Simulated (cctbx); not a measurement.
## SmFe2Cu9 across an absorption edge

Space group P4/mbm (no. 127), a = 8.0260 Å, b = 8.0260 Å, c = 4.7780 Å, α = 90.00°, β = 90.00°, γ = 90.00°.

```csv
atom,mult.,x,y,z,Ueq (Å²)
Sm1,2,1/2,1/2,0,0.0130
Cu1,8,0.6739,0.8261,0.2523,0.0258
Cu2,8,0.2912,0.4385,1/2,0.0403
Cu3,2,1/2,0,1/2,0.0201
Fe1,4,0.1202,0.3798,0,0.0343
```

The model is made up (kin elements in a known structure type, no relaxation), so it says nothing on whether the phase exists.

Calculated with cctbx: free-atom f′ and f″ from the Sasaki tables, no fine structure; amplitudes in electrons.

| E (eV) | F 1 2 1 | F 2 1 0 | F 1 1 2 | F 0 2 0 |
| --- | --- | --- | --- | --- |
| 8379 | 14.3 | 31.6 | 78.1 | 38.9 |
| 8729 | 15.9 | 27.9 | 78.1 | 42.0 |
| 8859 | 17.3 | 25.0 | 77.4 | 44.3 |
| 8919 | 18.4 | 22.4 | 76.7 | 46.3 |
| 8949 | 19.7 | 19.8 | 75.8 | 48.4 |
| 8964 | 20.9 | 17.2 | 74.9 | 50.5 |
| 8971 | 21.9 | 14.9 | 74.1 | 52.4 |
| 8975 | 23.1 | 12.6 | 73.2 | 54.4 |
| 8983 | 22.8 | 12.9 | 74.0 | 52.4 |
| 8987 | 21.3 | 15.5 | 75.0 | 49.8 |
| 8994 | 20.1 | 17.9 | 75.9 | 47.6 |
| 9009 | 18.8 | 20.5 | 76.9 | 45.3 |
| 9039 | 17.4 | 23.2 | 78.0 | 43.0 |
| 9129 | 15.7 | 26.7 | 79.4 | 40.1 |
| 9379 | 14.0 | 30.5 | 81.1 | 37.2 |

**Question.** Which edge is crossed, and why do the reflections move as they do?

The K edge of Cu. The edge is at 8979 eV. f′ of Cu falls from -4.0 e at 8859 eV to -7.5 e at 4 eV below it, and f″ steps from 0.48 to 3.90 e across it. Over that approach |F| changes by +34 % (1 2 1), -50 % (2 1 0), -5 % (1 1 2) and +23 % (0 2 0): a reflection falls where Cu scatters in phase with the total and rises where it scatters against it; it hardly moves where the Cu term is small or cancels by symmetry. Above the edge the larger f″ enters the imaginary part, where it can add to or cancel the other atoms' f″. The structure is centrosymmetric, so Friedel mates stay equal.

[Logs are printed without paths, hosts, clocks, repeated set-up lines and the standing remarks that a program may print on its own settings, such as how far it seeks lower states.]
